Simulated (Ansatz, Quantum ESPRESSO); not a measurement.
# From contact to tunnelling: vacuum gaps between two Li(110) faces, part 3 of 5

Aim: how the conductance falls as the barrier grows, for vacuum gaps between two Li(110) faces.

Quantum ESPRESSO 7.5; plane-wave DFT, PBEsol, GBRV ultrasoft pseudopotentials; cross-check by Ansatz 0.2.0 with PAW datasets.

So far. Step 2 (SCF with pw.x, 4 Å): The run needed 41 iterations to bring the estimated error under 1e-07 Ry; the largest force on any atom, held or free, is 0.14 eV/Å.

## 4. The same in Ansatz, 4 Å

A second code with its own PAW datasets, on the same atoms.

Level of this step: plane-wave DFT, PBEsol, Ansatz PAW (Ansatz 0.2.0).

File input.yaml:

```yaml
crystal:
  lattice:
    - [3.44, 0.0, 0.0]
    - [1.72, 2.4324473273, 0.0]
    - [0.0, 0.0, 30.7569206001]
  atoms:
    - { symbol: Li, position: [0.0, 0.0, 0.0] }
    - { symbol: Li, position: [0.5, 0.0, 0.079086179] }
    - { symbol: Li, position: [0.0, 0.0, 0.1581723579] }
    - { symbol: Li, position: [0.5, 0.0, 0.2372585369] }
    - { symbol: Li, position: [0.0, 0.0, 0.3163447159] }
    - { symbol: Li, position: [0.5, 0.0, 0.3954308949] }
    - { symbol: Li, position: [0.0, 0.0, 0.5254829262] }
    - { symbol: Li, position: [0.5, 0.0, 0.6045691051] }
    - { symbol: Li, position: [0.0, 0.0, 0.6836552841] }
    - { symbol: Li, position: [0.5, 0.0, 0.7627414631] }
    - { symbol: Li, position: [0.0, 0.0, 0.8418276421] }
    - { symbol: Li, position: [0.5, 0.0, 0.920913821] }
kpoints:
  mp_grid: { grid: [8, 10, 1] }
hamiltonian:
  xc: pbesol
scf:
  occupations: { method: fermi_dirac, width: 0.1 }
  convergence: { dr2_threshold: 1.0e-08 }
output:
  transmission: { leads: [[0, 2]], e_range: [-0.4, 0.4], de: 0.4, kmesh: [8, 8] }
  write_potential: true
  write_density: true
  volumetric_format: npy
  elf: true
```

Launch:

```bash
$ ansatz run input.yaml --threads 2 --pin off --max-ram 4096MiB --backend cpu --events-out ev --progress --plain --runs-dir out
```

Numbers of over 12 decimals in the logs are rounded to 6 here.

Log:

```text
Warning: crystal.symmetry: narrowed to the stabiliser of the k-point mesh — unitary ops 8 → 4; excluded 4 operations that carry a point of the 8×10×1 mesh (shift [0, 0, 0]) off the mesh (the run samples exactly the mesh kpoints.mp_grid names, as under crystal.symmetry.detect: false, and its converged state has the mesh's symmetry, not the crystal's; ε∞, the Born charges and the force constants of a linear response (`dielectric:` by the response, `phonons.method: dfpt`) are averaged over those of the crystal's operations that the state keeps within a tolerance, where `mesh_tensors`, `unaveraged_element` or `gamma_mean_max_change_ev_ang2` stands beside them; [rest of the remark cut]
Engine: ansatz 0.2.0, aarch64-unknown-linux-gnu
Pseudopotentials: kind: paw
Pseudopotential: Li, paw, valence charge 3, recommended cutoff 420 eV (normal), Li.paw.azcp
Functional definition: PBEsol
  exchange = pbesol_x
  correlation = pbesol_c
Crystal: 12 atoms, lattice volume = 257.362 Å³
Basis set: ecut = 420 eV, 4947 PW (Γ)
Bands: 30, of which v1, the nominal top of the filled ones, is band 18 counted from 1 (17 counted from 0)
Symmetry: 4 space group operations
k-points: 42 of 80
Non-local potential: Li, projectors of the file, l = 0: 3, l = 1: 2, l = 2: 1
PAW form: soft (Blöchl's): semilocal exchange-correlation on the pseudo side does not see the compensation charge
PAW one-centre angular grid: Li, 110 points (default); XC on 64 Gauss nodes
Initial density: superposition of atomic densities (neutral atoms: chi_scale 0, normalization atom), corrected by the library's trained network
Initial wavefunctions: pseudopotential atomic-orbital guess
Functional: x = pbesol(κ = 0.804, μ = 0.123457), c = pbesol(β = 0.046)
SCF iter   1: F=—  HF=-2435.792798 eV  |F-HF|=—  |Δ(HF+E_count)|=         —  Δρ=1.99e-3  dr2=7.27e-1  ethr=1.77e-3  ⟨swp⟩=10.0  Hψ=7635  notcnv=0  defer=19
preconditioner: auto → Kerker (q_TF=auto, 1.966 Å⁻¹)  [metal: Δε(μ)=0.032 eV  Ē_g=3.991 eV  σ=0.100 eV  W_gap=0.08  n_scr=18 (ndim 8)  ℏωp=8.0 eV  f_vac=0.000  D(μ)=5.83/eV (n_scr^D=18)]
SCF iter   2: F=—  HF=-2435.778904 eV  |F-HF|=—  |Δ(HF+E_count)|=   1.39e-2  Δρ=1.01e-3  dr2=2.18e-1  ethr=1.77e-3  ⟨swp⟩=1.0  Hψ=1597  notcnv=0  defer=19
SCF iter   3: F=—  HF=-2435.774123 eV  |F-HF|=—  |Δ(HF+E_count)|=   4.78e-3  Δρ=1.75e-4  dr2=1.10e-3  ethr=6.07e-4  ⟨swp⟩=1.0  Hψ=1204  notcnv=0  defer=19
SCF iter   4: F=—  HF=-2435.774036 eV  |F-HF|=—  |Δ(HF+E_count)|=   8.66e-5  Δρ=8.22e-5  dr2=1.69e-4  ethr=3.06e-6  ⟨swp⟩=1.0  Hψ=1204  notcnv=0  defer=19
SCF iter   5: F=—  HF=-2435.774019 eV  |F-HF|=—  |Δ(HF+E_count)|=   1.71e-5  Δρ=1.61e-5  dr2=4.94e-6  ethr=4.68e-7  ⟨swp⟩=1.0  Hψ=1204  notcnv=0  defer=19
SCF iter   6: F=—  HF=-2435.774023 eV  |F-HF|=—  |Δ(HF+E_count)|=   4.18e-6  Δρ=4.58e-6  dr2=2.45e-7  ethr=1.37e-8  ⟨swp⟩=1.2  Hψ=1254  notcnv=0  defer=21
SCF iter   7: F=—  HF=-2435.774023 eV  |F-HF|=—  |Δ(HF+E_count)|=  1.63e-10  Δρ=1.11e-6  dr2=5.23e-8  ethr=6.81e-10  ⟨swp⟩=1.3  Hψ=1223  notcnv=0  defer=21
SCF iter   8: F=-2435.774023 eV  HF=-2435.774023 eV  |F-HF|=9.65e-10  |Δ(HF+E_count)|=  9.61e-10  Δρ=1.40e-7  dr2=1.03e-9  ethr=2.78e-11  ⟨swp⟩=7.2  Hψ=4141  notcnv=0
SCF 1 converged in 8 iterations: F = -2435.774023 eV  dr2 = 1.03e-9
  greatest PAW one-centre occupation: 0.999 electrons in one spin orbital (limit 2), on the Li atom at site 9 (counted from 0), in its partial waves of l = 0
transmission: 130 of 1292 steps passed
transmission: 260 of 1292 steps passed
[...]
transmission: 1292 of 1292 steps passed
SCF converged after 8 iterations
Free energy (F): -2435.774023 eV
Harris-Foulkes:  -2435.774023 eV  (|F-HF|=9.65e-10)
Internal energy: -2435.581622 eV  (E = F + TS)
E sigma→0 (E₀):  -2435.677822 eV
Entropy (-TS):   -0.192402 eV (-16.033 meV/atom)
Fermi energy:    0.846988 eV
--- Per-component energies (eV) ---
  E_band       = -1090.167987
  E_kinetic    = 252.995163
  E_local      = -1788.142759  (includes V_loc(G=0)·N_el)
  E_nonlocal   = -398.470101
  E_hartree    = 567.742610
  E_xc         = -117.981576
  E_vxc        = -152.735522  (∫ρ·V_xc dr)
  E_paw        = -235.047673  (= ΣΔE_a)
  E_vpaw       = -139.299601  (= ΣTr[D̂ρ^β])
  E_aug_tail   = 0.000091  (compensation charges beyond the density's cutoff)
  E_ewald      = -716.677376
  E_smearing   = -0.192402  (= −TS)
  E_closure    = 0.000000  (closes the sum)
  Σ components = -2435.774023   (vs F -2435.774023, Δ=0.00e0)
--- Band table (eV; the first three rows and the last of 42) ---
  k-point 0: bands = [... 14 lower, -2.4977, -2.2438, -2.0794, -1.6316, -1.4389, -0.7631, -0.6225, 0.2682, ... 8 higher]
  k-point 1: bands = [... 14 lower, -2.3066, -2.0522, -1.8849, -1.4364, -1.2386, -0.5616, -0.4117, 0.4964, ... 8 higher]
  k-point 2: bands = [... 14 lower, -1.7331, -1.4767, -1.3013, -0.8508, -0.6381, 0.0412, 0.2183, 1.1606, ... 8 higher]
  k-point 41: bands = [... 14 lower, 0.8607, 0.8607, 0.9171, 0.9171, 0.9947, 0.9947, 1.0500, 1.0500, ... 8 higher]
--- Transmission ---
  basis      : 69 plane waves across, 38 finite elements along
  points     : 34, standing for a mesh of 8 x 8
  energies   : 3 from -0.400000 to 0.400000 eV about the Fermi level, 0.400000 eV apart; the leads are filled to 0.000000 eV, and channels, transmission and decay are at 0.000000 eV
  crystal 0  : Li2, at the sites [0, 2], period 4.8649 Å, over 29.19 Å; its Hamiltonian steps by up to 6.6 meV
    offset         : up to 0.0000 Å between an atom of the period and one for which it stands
    channels       : 9.218750e-1 a spin
    conductance    : none, the energies end too early or step too widely for 300 K: set another output.transmission.e_range or a lower de, or, where they end at an eighth of basis.ecutwfc, a higher one
    slowest decay  : 0.2480 /Å at (0.0000, 0.5000)
  junction   : crystal 0 to crystal 0, -0.52 to 25.37 Å
    transmission   : 4.401957e-1 a spin
    conductance    : none, the energies end too early or step too widely for 300 K: set another output.transmission.e_range or a lower de, or, where they end at an eighth of basis.ecutwfc, a higher one
```

The job ended after 21 s (2 threads of Arm Neoverse V2, shared host; peak memory 0.57 GiB; 40 s of CPU time).

This step gave:

| Property | Result |
| --- | --- |
| free energy | -2435.7740 eV |
| energy at zero smearing | -2435.6778 eV |
| smearing term TS | 0.1924 eV |
| Fermi energy | 0.8470 eV |
| symmetry operations | 4 |
| transmission at the Fermi level, one spin | 0.4402 |
| step of the lead's Hamiltonian over a period | 6.6 meV |

Per spin; mean over the k mesh across the current. The transmission, zone mean by energy, zero at the Fermi level:

| energy (eV) | transmission, zone mean |
| --- | --- |
| -0.400 | 0.375 |
| 0.000 | 0.440 |
| 0.400 | 0.465 |

Per spin; mean over the k mesh across the current. The open channels, zone mean by energy, zero at the Fermi level:

| energy (eV) | open channels, zone mean |
| --- | --- |
| -0.400 | 0.734 |
| 0.000 | 0.922 |
| 0.400 | 0.922 |

Valence density in the ca plane at fractional y = 0.000, with atoms of Li within 0.2 Å of it. It is the smooth field of the valence electrons, not physical close to the nuclei.

Ten steps, logarithmic in the rise over the least value, from '0' (0.0 e/Å³) to '9' (7.6 e/Å³), each cell a mean:
```
00000278510000000000001587200000000048830000
00000022100000000000000121000000000012210000
21000000000012200000000000000022100000000001
86200000000158730000000000000278510000000016
98200000000169840000000000000389610000000027
64100000000026510000000000000156300000000014
10000000000000000000000000000000000000000000
00000156300000000000000364100000000026520000
00000399610000000000001798300000000159940000
```
Columns run along c (16.0 Å, from fractional 0.24 to 0.76 of the cell), rows up along a (3.4 Å). Atoms in or near the plane, at fractional coordinates: Li at (0.32, 0.00), Li at (0.40, 0.50), Li at (0.53, 0.00), Li at (0.60, 0.50), Li at (0.68, 0.00).

Electrostatic potential energy in the ca plane at fractional y = 0.000, with atoms of Li within 0.2 Å of it. With pseudopotentials it is smooth inside the atoms' cores, unlike the true potential.

Ten even steps from '0' (-32 eV) to '9' (4 eV), each cell a mean:
```
99998611489999999999997302689999999841158999
89999866789998899999998756899998999976689999
57899998999876689999999988999866789998999987
02799999999840158999999999998620389999999973
01689999999730058999999999998500279999999961
34799999999863378999999999999743589999999985
88999888899988889999999888899888899988889998
99998733689999999999998524799999999863378999
99998500379999999999997200689999999830048999
```
Columns run along c (16.0 Å, from fractional 0.24 to 0.76 of the cell; values clipped at the 3rd and 97th percentile), rows up along a (3.4 Å). Atoms in or near the plane, at fractional coordinates: Li at (0.32, 0.00), Li at (0.40, 0.50), Li at (0.53, 0.00), Li at (0.60, 0.50), Li at (0.68, 0.00).

Ansatz finds T = 0.440 against pwcond's 0.445.

## 5. Self-consistent run, 5 Å

Level of this step: plane-wave DFT, PBEsol, GBRV ultrasoft pseudopotentials (Quantum ESPRESSO 7.5).

File j1.scf.in:

```
&control
  prefix = 'j1.scf'
  outdir = './out'
  pseudo_dir = './pseudo'
  calculation = 'scf'
  tprnfor = .true.
/
&system
  ibrav = 0
  nat = 12
  ntyp = 1
  ecutwfc = 40
  ecutrho = 200
  occupations = 'smearing'
  smearing = 'mv'
  degauss = 0.01
/
&electrons
  conv_thr = 1e-07
  mixing_beta = 0.25
  electron_maxstep = 120
  mixing_mode = 'local-TF'
/
ATOMIC_SPECIES
  Li  6.9400  li_pbesol_v1.4.uspp.F.UPF
CELL_PARAMETERS angstrom
  3.44000000000000 0.00000000000000 0.00000000000000
  1.72000000000000 2.43244732728172 0.00000000000000
  0.00000000000000 0.00000000000000 31.75692060009896
ATOMIC_POSITIONS crystal
  Li  0.000000000000 0.000000000000 0.000000000000
  Li  0.500000000000 0.000000000000 0.076595818528
  Li  0.000000000000 0.000000000000 0.153191637055
  Li  0.500000000000 0.000000000000 0.229787455583
  Li  0.000000000000 0.000000000000 0.306383274111
  Li  0.500000000000 0.000000000000 0.382979092638
  Li  0.000000000000 0.000000000000 0.540425088834
  Li  0.500000000000 0.000000000000 0.617020907362
  Li  0.000000000000 0.000000000000 0.693616725889
  Li  0.500000000000 0.000000000000 0.770212544417
  Li  0.000000000000 0.000000000000 0.846808362945
  Li  0.500000000000 0.000000000000 0.923404181472
K_POINTS automatic
  8 10 1 0 0 0
```

Launch:

```bash
$ OMP_NUM_THREADS=1 mpirun -n 2 pw.x -nk 2 -in j1.scf.in > j1.scf.out
```

Log:

```text
[banner, memory and clock lines left out]
Program PWSCF v.7.5 starts
[...]
Message from routine setup:
[...]
number of electrons       =        36.00
     number of Kohn-Sham states=           22
     kinetic-energy cutoff     =      40.0000  Ry
     charge density cutoff     =     200.0000  Ry
[...]
number of k points=    39  Marzari-Vanderbilt smearing, width (Ry)=  0.0100
[...]
Dense  grid:    85717 G-vectors     FFT dimensions: (  30,  25, 288)
[...]
Starting wfcs are   60 randomized atomic wfcs
[...]
estimated scf accuracy    <       2.29360302 Ry
[...]
estimated scf accuracy    <       1.55123952 Ry
[...]
estimated scf accuracy    <       0.09259787 Ry
[...]
estimated scf accuracy    <       0.32426084 Ry
[...]
estimated scf accuracy    <       0.45337053 Ry
[...]
estimated scf accuracy    <       0.19857981 Ry
[...]
estimated scf accuracy    <       0.11117602 Ry
[...]
estimated scf accuracy    <       0.07541983 Ry
[...]
estimated scf accuracy    <       0.00859205 Ry
[...]
estimated scf accuracy    <       0.01183599 Ry
[...]
estimated scf accuracy    <       0.00554707 Ry
[...]
estimated scf accuracy    <       0.00645373 Ry
[...]
estimated scf accuracy    <       0.00006134 Ry
[...]
estimated scf accuracy    <       0.00051873 Ry
[...]
estimated scf accuracy    <       0.00227760 Ry
[...]
estimated scf accuracy    <       0.00175728 Ry
[...]
estimated scf accuracy    <       0.00001083 Ry
[...]
estimated scf accuracy    <       0.00001788 Ry
[...]
estimated scf accuracy    <       0.00000196 Ry
[...]
estimated scf accuracy    <       0.00000815 Ry
[...]
estimated scf accuracy    <       0.00000495 Ry
[...]
estimated scf accuracy    <       0.00000142 Ry
[...]
the Fermi energy is     0.7295 ev
!    total energy              =    -172.40289965 Ry
     estimated scf accuracy    <       0.00000008 Ry
     smearing contrib. (-TS)   =      -0.00041019 Ry
     internal energy E=F+TS    =    -172.40248946 Ry
[...]
one-electron contribution =    -154.12874878 Ry
     hartree contribution      =      62.16850968 Ry
     xc contribution           =     -39.24860169 Ry
     ewald contribution        =     -41.19364867 Ry
     convergence has been achieved in  23 iterations
[...]
Total force =     0.004659     Total SCF correction =     0.000436
[...]
```

Run time: 2 min. Hardware: 2 MPI ranks; peak memory 0.37 GiB.

This step gave:

```
free energy  : -2345.6609 eV
Fermi energy : 0.7295 eV
```

## 6. Transmission with pwcond.x, 5 Å

File j1.cond.in:

```
&inputcond
  outdir = './out'
  prefixt = 'j1.scf'
  tran_file = 'j1.cond.dat'
  bdl = 1.4142135610
  bds = 9.2316629651
  ikind = 1
  ewind = 4.0
  epsproj = 1e-05
  nz1 = 7
  energy0 = 0.4
  denergy = -0.4
/
21
  0.00000000 0.00000000 0.01562500
  0.00000000 0.12500000 0.03125000
  0.00000000 0.25000000 0.03125000
  0.00000000 0.37500000 0.03125000
  0.00000000 0.50000000 0.01562500
  0.12500000 0.00000000 0.06250000
  0.12500000 0.25000000 0.06250000
  0.12500000 0.37500000 0.06250000
  0.12500000 0.50000000 0.06250000
  0.25000000 0.00000000 0.06250000
  0.25000000 0.12500000 0.03125000
  0.25000000 0.37500000 0.06250000
  0.25000000 0.50000000 0.06250000
  0.25000000 0.62500000 0.03125000
  0.37500000 0.00000000 0.06250000
  0.37500000 0.12500000 0.06250000
  0.37500000 0.50000000 0.06250000
  0.37500000 0.62500000 0.06250000
  0.50000000 0.00000000 0.03125000
  0.50000000 0.12500000 0.06250000
  0.50000000 0.25000000 0.03125000
3
```

Launch:

```bash
$ OMP_NUM_THREADS=1 mpirun -n 2 pwcond.x -in j1.cond.in > j1.cond.out
```

Log:

```text
[banner, memory and clock lines left out]
Program PWCOND v.7.5 starts
[citation notice left out]

[...]
./out/j1.scf.save/

     IMPORTANT: XC functional enforced from input :
     Exchange-correlation= PBESOL
                           (   1   4  10   8   0   0   0)
     Any further DFT definition will be discarded
     Please, verify this is what you really want

     Reading collected, re-writing distributed wavefunctions

===== INPUT FILE containing all the regions =====

     GEOMETRY:

     lattice parameter (alat)  =       6.5007  a.u.
[...]
---  E-Ef =   -0.4000000  k =    0.5000000   0.2500000
---  ie =          3  ik =         21
 Nchannels of the left tip =            1
 Right moving states:
   k1(2pi/a)   k2(2pi/a)   E-Ef (eV)
   0.4257353   0.0000085  -0.4000000
 Left moving states:
   k1(2pi/a)   k2(2pi/a)   E-Ef (eV)
  -0.4257353   0.0000085  -0.4000000

 to transmit
 Band j to band i transmissions and reflections:
    j         i     |T_ij|^2    |R_ij|^2

    1 -->     1     0.04706     0.95294
   Total T_j, R_j =    0.04706  0.95294

E-Ef(ev), T(x2 spins) =   -0.4000000   0.0941288
   T_tot     0.40000      0.56023E+00
   T_tot     0.00000      0.53980E+00
   T_tot    -0.40000      0.42052E+00

[...]
```

Elapsed: 40 s, on 2 MPI ranks; peak memory 0.12 GiB; 80 s of CPU time.

Read from the output:

```
transmission at the Fermi level, one spin : 0.2699
conductance                               : 0.2699 G₀
```

Per spin; mean over the k mesh across the current. Transmission, zone mean against energy, zero at the Fermi level:

| energy (eV) | transmission, zone mean |
| --- | --- |
| -0.400 | 0.210 |
| 0.000 | 0.270 |
| 0.400 | 0.280 |

T goes from 0.445 to 0.270, a factor of 1.7.

## 7. The same in Ansatz, 5 Å

Level of this step: plane-wave DFT, PBEsol, Ansatz PAW (Ansatz 0.2.0).

File input.yaml:

```yaml
crystal:
  lattice:
    - [3.44, 0.0, 0.0]
    - [1.72, 2.4324473273, 0.0]
    - [0.0, 0.0, 31.7569206001]
  atoms:
    - { symbol: Li, position: [0.0, 0.0, 0.0] }
    - { symbol: Li, position: [0.5, 0.0, 0.0765958185] }
    - { symbol: Li, position: [0.0, 0.0, 0.1531916371] }
    - { symbol: Li, position: [0.5, 0.0, 0.2297874556] }
    - { symbol: Li, position: [0.0, 0.0, 0.3063832741] }
    - { symbol: Li, position: [0.5, 0.0, 0.3829790926] }
    - { symbol: Li, position: [0.0, 0.0, 0.5404250888] }
    - { symbol: Li, position: [0.5, 0.0, 0.6170209074] }
    - { symbol: Li, position: [0.0, 0.0, 0.6936167259] }
    - { symbol: Li, position: [0.5, 0.0, 0.7702125444] }
    - { symbol: Li, position: [0.0, 0.0, 0.8468083629] }
    - { symbol: Li, position: [0.5, 0.0, 0.9234041815] }
kpoints:
  mp_grid: { grid: [8, 10, 1] }
hamiltonian:
  xc: pbesol
scf:
  occupations: { method: fermi_dirac, width: 0.1 }
  convergence: { dr2_threshold: 1.0e-08 }
output:
  transmission: { leads: [[0, 2]], e_range: [-0.4, 0.4], de: 0.4, kmesh: [8, 8] }
  write_potential: true
  write_density: true
  volumetric_format: npy
```

Launch:

```bash
$ ansatz run input.yaml --threads 2 --pin off --max-ram 4096MiB --backend cpu --events-out ev --progress --plain --runs-dir out
```

Log:

```text
[...]
Crystal: 12 atoms, lattice volume = 265.730 Å³
Basis set: ecut = 420 eV, 5111 PW (Γ)
Bands: 30, of which v1, the nominal top of the filled ones, is band 18 counted from 1 (17 counted from 0)
Symmetry: 4 space group operations
k-points: 42 of 80
[...]
k-point 41: bands = [... 14 lower, 0.7442, 0.7442, 0.8023, 0.8023, 0.8763, 0.8763, 0.9372, 0.9372, ... 8 higher]
--- Transmission ---
  basis      : 69 plane waves across, 40 finite elements along
  points     : 34, standing for a mesh of 8 x 8
[...]
channels       : 9.218750e-1 a spin
[...]
slowest decay  : 0.2487 /Å at (0.0000, 0.5000)
  junction   : crystal 0 to crystal 0, -0.52 to 26.37 Å
    transmission   : 2.403680e-1 a spin
[...]
[key lines of the parts left out:]
SCF converged after 8 iterations
Free energy (F): -2435.627984 eV
Fermi energy:    0.732154 eV
```

Elapsed: 21 s, on 2 threads; peak memory 0.59 GiB.

Numbers from this step:

```
free energy                               : -2435.6280 eV
energy at zero smearing                   : -2435.5331 eV
smearing term TS                          : 0.1897 eV
Fermi energy                              : 0.7322 eV
transmission at the Fermi level, one spin : 0.2404
```

Per spin; mean over the k mesh across the current. Table of transmission, zone mean by energy, zero at the Fermi level:

| energy (eV) | transmission, zone mean |
| --- | --- |
| -0.400 | 0.175 |
| 0.000 | 0.240 |
| 0.400 | 0.261 |

Ansatz finds T = 0.240 against pwcond's 0.270.

(Part 3 of 5 ends here.)

[Logs are printed without paths, hosts, clocks, repeated set-up lines and the standing remarks that a program may print on its own settings, such as how far it seeks lower states.]

[Hosts, paths, dates, database ids (printed as entryN), source tags and the programs' standing remarks are cut or masked in the printed files.]

[Maps of the electrostatic potential energy from Ansatz leave out the sawtooth potential of an applied field or a dipole correction, so their vacuum need not be flat; planar profiles and work functions include it.]
